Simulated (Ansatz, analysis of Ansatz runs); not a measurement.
# Migration in MgH2 (P4_2/mnm): V_H hop (2.5 Å), charge +1, part 2 of 2

How high is the barrier when H changes place in MgH2 (P4_2/mnm)? The case: V_H hop (2.5 Å), charge +1, in a cell of 72 host atoms with 1 H taken out.

Ansatz 0.2.0; plane-wave PAW DFT, PBEsol; nudged elastic band between two relaxed defect structures at fixed charge in a uniform background.

So far: Starting point; Relaxation of the start point, charge +1; Relaxation of the end point, charge +1.

**4. Nudged elastic band, charge +1**

3 movable images are laid between the ends on a pair-potential path, which keeps atoms from colliding in the first guess. Each image feels the true force across the path and a spring force along it. The highest image is set to climb to the top of the path.

This step: plane-wave PAW DFT, PBEsol; nudged elastic band between two relaxed defect structures at fixed charge in a uniform background.

qp1_c72k1s.neb/input.yaml reads:

```yaml
crystal:
  lattice:
    - [8.95437022, 0.0, 0.0]
    - [0.0, 8.95437022, 0.0]
    - [0.0, 0.0, 9.02322147]
  atoms:
    - { symbol: Mg, position: [0.24832991, 0.25060434, 0.1660079] }
    - { symbol: Mg, position: [0.00687992, -0.0068408, -0.00018569] }
    - { symbol: H, position: [0.34686643, 0.34858445, -0.00011058] }
    - { symbol: H, position: [0.40005124, 0.09749253, 0.16762878] }
    - { symbol: H, position: [0.15265287, 0.15052194, -0.0003805] }
    - { symbol: H, position: [0.09801705, 0.40428747, 0.16788298] }
    - { symbol: Mg, position: [0.2463256, 0.25033168, 0.49967018] }
    - { symbol: Mg, position: [-0.00516698, 0.00505899, 0.33068568] }
    - { symbol: H, position: [0.34636938, 0.35661931, 0.33614266] }
    - { symbol: H, position: [0.39889289, 0.09815789, 0.49969536] }
    - { symbol: H, position: [0.15096039, 0.15380918, 0.33262328] }
    - { symbol: H, position: [0.09131523, 0.39903026, 0.49968909] }
    - { symbol: Mg, position: [0.2485208, 0.25075895, 0.83353636] }
    - { symbol: Mg, position: [-0.00510422, 0.00517563, 0.66893586] }
    - { symbol: H, position: [0.34594361, 0.35746813, 0.66316647] }
    - { symbol: H, position: [0.40017063, 0.09781474, 0.83197225] }
    - { symbol: H, position: [0.15168087, 0.15329804, 0.6668329] }
    - { symbol: H, position: [0.09832865, 0.40431384, 0.8319765] }
    - { symbol: Mg, position: [0.25408221, 0.74609821, 0.16824056] }
    - { symbol: Mg, position: [-0.00010006, 0.5016454, -6.817e-05] }
    - { symbol: H, position: [0.34959055, 0.84411882, -0.00014132] }
    - { symbol: H, position: [0.40620456, 0.59396115, 0.17060962] }
    - { symbol: H, position: [0.15577097, 0.65063215, -0.00020744] }
    - { symbol: H, position: [0.1014266, 0.89918574, 0.17215944] }
    - { symbol: Mg, position: [0.22852662, 0.7716766, 0.49980121] }
    - { symbol: Mg, position: [-0.00132473, 0.50050922, 0.33348899] }
    - { symbol: H, position: [0.35407636, 0.8393447, 0.34118126] }
    - { symbol: H, position: [0.16044778, 0.64638294, 0.34065968] }
    - { symbol: H, position: [0.08634492, 0.91375713, 0.49984534] }
    - { symbol: Mg, position: [0.25389597, 0.74601827, 0.83139637] }
    - { symbol: Mg, position: [-0.0012081, 0.50025064, 0.66621342] }
    - { symbol: H, position: [0.35374828, 0.8395567, 0.65900713] }
    - { symbol: H, position: [0.40579173, 0.59367694, 0.82905685] }
    - { symbol: H, position: [0.16067181, 0.64604036, 0.65832031] }
    - { symbol: H, position: [0.10082348, 0.89866146, 0.82745576] }
    - { symbol: Mg, position: [0.75426258, 0.24552193, 0.16350079] }
    - { symbol: Mg, position: [0.49838617, 0.000167, -0.00026556] }
    - { symbol: H, position: [0.85173305, 0.34604804, 8.733e-05] }
    - { symbol: H, position: [0.90401886, 0.09560373, 0.16316236] }
    - { symbol: H, position: [0.65368701, 0.14866135, -0.00050795] }
    - { symbol: H, position: [0.60378979, 0.39654625, 0.15256866] }
    - { symbol: Mg, position: [0.75066649, 0.24940151, 0.4997891] }
    - { symbol: Mg, position: [0.49977116, 0.00124477, 0.33346211] }
    - { symbol: H, position: [0.8398873, 0.35308276, 0.33282966] }
    - { symbol: H, position: [0.89975458, 0.10020312, 0.49979012] }
    - { symbol: H, position: [0.64757764, 0.15929086, 0.33255601] }
    - { symbol: H, position: [0.59145884, 0.40878034, 0.4998609] }
    - { symbol: Mg, position: [0.754517, 0.24576896, 0.83604619] }
    - { symbol: Mg, position: [0.49949853, 0.00145731, 0.66617153] }
    - { symbol: H, position: [0.84112011, 0.35211564, 0.66704696] }
    - { symbol: H, position: [0.90429627, 0.09589121, 0.83648061] }
    - { symbol: H, position: [0.64672939, 0.16042173, 0.66672634] }
    - { symbol: H, position: [0.60382979, 0.39662617, 0.84700617] }
    - { symbol: Mg, position: [0.74921972, 0.75147955, 0.16607172] }
    - { symbol: Mg, position: [0.49650441, 0.50352022, -0.00017255] }
    - { symbol: H, position: [0.84956517, 0.847304, -4.275e-05] }
    - { symbol: H, position: [0.90217067, 0.59978202, 0.16770378] }
    - { symbol: H, position: [0.6511791, 0.65336673, -0.0003443] }
    - { symbol: H, position: [0.59592706, 0.90192455, 0.16769017] }
    - { symbol: Mg, position: [0.74960947, 0.75360448, 0.4999198] }
    - { symbol: Mg, position: [0.51882944, 0.48104822, 0.31712802] }
    - { symbol: H, position: [0.84671435, 0.84826866, 0.33278163] }
    - { symbol: H, position: [0.90176374, 0.60095346, 0.49995904] }
    - { symbol: H, position: [0.64235429, 0.65417755, 0.33637305] }
    - { symbol: H, position: [0.60106058, 0.9088243, 0.4999782] }
    - { symbol: Mg, position: [0.74940063, 0.75170627, 0.83360035] }
    - { symbol: Mg, position: [0.51880735, 0.48125205, 0.68253976] }
    - { symbol: H, position: [0.84630662, 0.84888504, 0.66693656] }
    - { symbol: H, position: [0.90244938, 0.59987812, 0.83206802] }
    - { symbol: H, position: [0.64322079, 0.65372959, 0.66348022] }
    - { symbol: H, position: [0.59593967, 0.9022772, 0.83175554] }
total_charge: 1
basis:
  ecutwfc: 420
  xc_grid: 2
hamiltonian:
  xc: pbesol
kpoints:
  mp_grid: { grid: [1, 1, 1], shift: [0.25, 0.25, 0.25] }
scf:
  occupations: { method: fixed }
  max_iter: 100
output:
  forces: true
neb:
  images: 3
  f_tol: 0.04
  climbing: true
  initial_path: idpp
  max_iterations: 45
  order_check: false
  final_atoms:
    - { symbol: Mg, position: [0.24966581, 0.24923043, 0.16599319] }
    - { symbol: Mg, position: [-0.00723522, 0.00727507, -0.00019878] }
[... 4 atom lines left out ...]
    - { symbol: Mg, position: [0.2493801, 0.24712148, 0.49967458] }
[... 1 atom line left out ...]
    - { symbol: H, position: [0.35612545, 0.34683665, 0.33611475] }
[... 5 atom lines left out ...]
    - { symbol: H, position: [0.3570168, 0.34637996, 0.66320961] }
[... 6 atom lines left out ...]
    - { symbol: H, position: [0.39573807, 0.60404992, 0.15265369] }
[... 10 atom lines left out ...]
    - { symbol: H, position: [0.39574394, 0.60408778, 0.84698432] }
[... 8 atom lines left out ...]
    - { symbol: Mg, position: [0.77097863, 0.22904409, 0.49979928] }
[... 4 atom lines left out ...]
    - { symbol: H, position: [0.40830543, 0.59163676, 0.49981995] }
[... 12 atom lines left out ...]
    - { symbol: Mg, position: [0.7529554, 0.75067004, 0.49994189] }
    - { symbol: Mg, position: [0.48093416, 0.51899681, 0.316973] }
[... 2 atom lines left out ...]
    - { symbol: H, position: [0.65358922, 0.64307249, 0.33643698] }
[... 2 atom lines left out ...]
    - { symbol: Mg, position: [0.48102043, 0.51910597, 0.68266623] }
[... 2 atom lines left out ...]
    - { symbol: H, position: [0.65314456, 0.64395788, 0.66349237] }
    - { symbol: H, position: [0.59925658, 0.90369312, 0.83194975] }
```

Started as:

```bash
> ansatz run input.yaml --threads 32 --pin off --max-ram 84787MiB --backend cuda --events-out ev --progress --plain --runs-dir out --max-vram 78GiB
```

Numbers of over 12 decimals in the logs are rounded to 6 here.

Log:

```text
Warning: neb: disabling space-group detection — the band's intermediate images generally break the endpoint symmetry, so the full k-mesh is solved, and no spatial operation symmetrises the density, ex [...]
[...]
Crystal: 71 atoms, lattice volume = 723.489 Å³
Basis set: ecut = 420 eV, 14111 PW (Γ), exchange–correlation on 120×120×128 points (8 copies of the dense FFT grid, shifted against one another)
Bands: 214, of which v1, the nominal top of the filled ones, is band 143 counted from 1 (142 counted from 0)
[...]
k-points: 1
[...]
SCF iter   1: F=—  HF=-46641.361940 eV  |F-HF|=—  |Δ(HF+E_count)|=         —  Δρ=1.04e-2  dr2=6.43e-1  ethr=1.77e-3  ⟨swp⟩=6.0  Hψ=605  notcnv=0  defer=68
[...]
SCF iter   2: F=—  HF=-46641.139852 eV  |F-HF|=—  |Δ(HF+E_count)|=   2.22e-1  Δρ=4.59e-3  dr2=1.47e-1  ethr=2.25e-4  ⟨swp⟩=2.0  Hψ=224  notcnv=0  defer=69
[...]
SCF iter   7: F=-46641.078270 eV  HF=-46641.078270 eV  |F-HF|=2.47e-9  |Δ(HF+E_count)|=   5.74e-7  Δρ=1.11e-6  dr2=1.57e-8  ethr=3.50e-11  ⟨swp⟩=5.0  Hψ=571  notcnv=0
SCF 1 converged in 7 iterations: F = -46641.078270 eV  dr2 = 1.57e-8
[...]
SCF 9 converged in 5 iterations: F = -46640.854128 eV  dr2 = 7.32e-8
[...]
SCF 10 converged in 5 iterations: F = -46640.644355 eV  dr2 = 8.04e-8
[...]
SCF 14 converged in 5 iterations: F = -46640.853595 eV  dr2 = 2.69e-9
[...]
SCF converged after 5 iterations
[...]
```

Elapsed: 4.3 s, on 1 × NVIDIA GB200 with 32 threads of Arm Neoverse V2, shared host; peak memory 1.5 GiB; 15 s of CPU time.

The path, image by image:

```tsv
image	path (Å)	energy (eV)	H47: x, y, z (Å)
0	0.000	0.0000	5.296, 3.660, 4.510
1	0.677	0.2210	4.902, 3.999, 4.511
2	1.354	0.4320	4.427, 4.432, 4.511
3	2.026	0.2240	3.996, 4.903, 4.510
4	2.698	0.0000	3.656, 5.298, 4.510
```

This step gave:

| Property | Result |
| --- | --- |
| free energy | -46640.6463 eV |
| barrier forward | 0.4319 eV |
| barrier backward | 0.4319 eV |
| end less start | 7.24e-5 eV |
| hop length | 2.317 Å |

Track of the atom that was set to move:

```tsv
image	x (Å)	y (Å)	z (Å)	nearest neighbour	distance (Å)
0	5.296	3.66	4.51	Mg	1.887
1	4.902	3.999	4.511	Mg	1.788
2	4.427	4.432	4.511	Mg	1.727
3	3.996	4.903	4.51	Mg	1.787
4	3.656	5.298	4.51	Mg	1.889
```

The band met its tolerance of 0.04 eV/Å after 4 iterations, with image 2 on top (the start counts as 0). H47, which moves farthest between the ends, has 3 Mg at 1.89 to 2.02 Å nearest at the start and 2 Mg at 1.73 Å at the top.

**5. Single point at the top of the path, PBEsol**

A single point at the top of the band gives the levels near the gap and the populations there.

This step: plane-wave PAW DFT, PBEsol; single point of a defect supercell on a structure of the PBEsol path.

qp1_c72k1s.top.probe/input.yaml reads:

```yaml
crystal:
  lattice:
    - [8.95437022, 0.0, 0.0]
    - [0.0, 8.95437022, 0.0]
    - [0.0, 0.0, 9.02322147]
  atoms:
    - { symbol: Mg, position: [0.24722412, 0.2479484, 0.16598693] }
    - { symbol: Mg, position: [-0.00035945, 0.0003145, -0.00014989] }
[... 4 atom lines left out ...]
    - { symbol: Mg, position: [0.25151869, 0.25223713, 0.49974337] }
[... 1 atom line left out ...]
    - { symbol: H, position: [0.34686469, 0.34745483, 0.32657624] }
[... 5 atom lines left out ...]
    - { symbol: H, position: [0.34672035, 0.34733547, 0.67287699] }
[... 17 atom lines left out ...]
    - { symbol: H, position: [0.4002521, 0.6003233, 0.84114872] }
[... 7 atom lines left out ...]
    - { symbol: H, position: [0.6000172, 0.40131966, 0.15850413] }
[... 5 atom lines left out ...]
    - { symbol: H, position: [0.4944048, 0.49497031, 0.49988261] }
[... 5 atom lines left out ...]
    - { symbol: H, position: [0.59977728, 0.40104806, 0.84128621] }
[... 6 atom lines left out ...]
    - { symbol: Mg, position: [0.75040308, 0.75113394, 0.49995147] }
    - { symbol: Mg, position: [0.50088742, 0.50135449, 0.30866513] }
[... 2 atom lines left out ...]
    - { symbol: H, position: [0.65289004, 0.65363937, 0.3293967] }
[... 2 atom lines left out ...]
    - { symbol: Mg, position: [0.50049362, 0.50100575, 0.69113631] }
[... 2 atom lines left out ...]
    - { symbol: H, position: [0.65265394, 0.65342099, 0.67038207] }
    - { symbol: H, position: [0.60016601, 0.9061209, 0.83189605] }
total_charge: 1
basis:
  ecutwfc: 420
  xc_grid: 2
hamiltonian:
  xc: pbesol
kpoints:
  mp_grid: { grid: [1, 1, 1], shift: [0.25, 0.25, 0.25] }
scf:
  occupations: { method: fixed }
  max_iter: 100
output:
  forces: true
  eigenvalues: true
  eigenstates: { localisation: true }
  populations: true
  write_density: true
  write_potential: true
  volumetric_format: npy
  elf: true
checkpoint:
  write: "../qp1_c72k1s.top.probe.run"
  compress: false
  write_wavefunctions: false
  write_every: 100000
```

Log:

```text
[...]
Crystal: 71 atoms, lattice volume = 723.489 Å³
Basis set: ecut = 420 eV, 14111 PW (Γ), exchange–correlation on 120×120×128 points (8 copies of the dense FFT grid, shifted against one another)
Bands: 214, of which v1, the nominal top of the filled ones, is band 143 counted from 1 (142 counted from 0)
[...]
k-points: 1
[...]
SCF iter   1: F=—  HF=-46640.931571 eV  |F-HF|=—  |Δ(HF+E_count)|=         —  Δρ=1.03e-2  dr2=6.24e-1  ethr=1.77e-3  ⟨swp⟩=5.0  Hψ=780  notcnv=0  defer=69
[...]
SCF iter   6: F=—  HF=-46640.646329 eV  |F-HF|=—  |Δ(HF+E_count)|=   2.01e-3  Δρ=3.89e-6  dr2=1.70e-7  ethr=9.49e-10  ⟨swp⟩=3.0  Hψ=269  notcnv=0  defer=65
SCF iter   7: F=-46640.646329 eV  HF=-46640.646329 eV  |F-HF|=1.67e-9  |Δ(HF+E_count)|=   8.26e-8  Δρ=8.41e-7  dr2=6.06e-9  ethr=3.50e-11  ⟨swp⟩=22.0  Hψ=2104  notcnv=0
SCF 1 converged in 7 iterations: F = -46640.646329 eV  dr2 = 6.06e-9
[...]
SCF converged after 7 iterations
Free energy (F): -46640.646329 eV
[...]
Fermi energy:    1.955362 eV
[...]
--- Band table (eV) ---
[...]
--- Löwdin populations: 71 sites ---
[...]
spilling = 0.007115 (of n_electrons = 286.000000)
[...]
```

It took 1.2 s on 1 × NVIDIA GB200 with 32 threads; peak memory 1.2 GiB; 3.8 s of CPU time.

Read from the output:

- free energy: -46640.6463 eV

From eigenstates.tsv, first k-point; energies on the run's zero. The participation number counts the atoms that a state is spread over, of 71; bands count from 0.

```tsv
spin	band	energy (eV)	occupation	participation	largest share on	share
both	137	1.572	2.00	30.2	H51	0.05
both	138	1.597	2.00	31.7	H9	0.06
both	139	1.718	2.00	31.8	H62	0.07
both	140	1.765	2.00	25.1	H69	0.07
both	141	1.856	2.00	32.0	H47	0.06
both	142	1.955	2.00	42.3	H47	0.06
both	143	5.503	0.00	21.5	H47	0.15
both	144	5.714	0.00	64.8	Mg30	0.02
both	145	6.425	0.00	47.8	Mg2	0.04
both	146	6.474	0.00	48.1	Mg61	0.05
both	147	6.522	0.00	54.6	Mg37	0.03
```

Under PBEsol at one point at (¼, ¼, ¼), the highest filled state is spread over 42 of 71 atoms, and the lowest empty one, 3.55 eV above it, is spread over 22 of 71 atoms.

The distance between the highest filled and the lowest empty level goes from 3.27 eV at the start to 3.55 eV at the top.

**6. Outcome**

```json
{
 "barrier forward": "0.43 eV",
 "barrier backward": "0.43 eV",
 "end less start": "0.00 eV",
 "hop length": "2.32 Å",
 "band iterations, as the log counts them": "4"
}
```

What this shows: The top of the band lies 0.43 eV above the start and 0.43 eV above the end, which are alike in energy and neighbours. For hydrogen, zero-point energy and tunnelling change the rate much, so no rate follows from this barrier alone. At the top H47 stands 1.73 Å from its nearest Mg, 0.16 Å closer than at the start. The order of the top as a saddle was not checked for all atoms, so a bent path could be lower. No image-charge correction is applied; it largely cancels along a path if the charge stays localised alike. Keep in mind: one k-point off the zone centre stands for the whole zone; periodic copies of the defect are only 9.0 Å apart.

[Logs are printed without paths, hosts, clocks, repeated set-up lines and the standing remarks that a program may print on its own settings, such as how far it seeks lower states.]

[Hosts, paths, dates, database ids (printed as entryN), source tags and the programs' standing remarks are cut or masked in the printed files.]
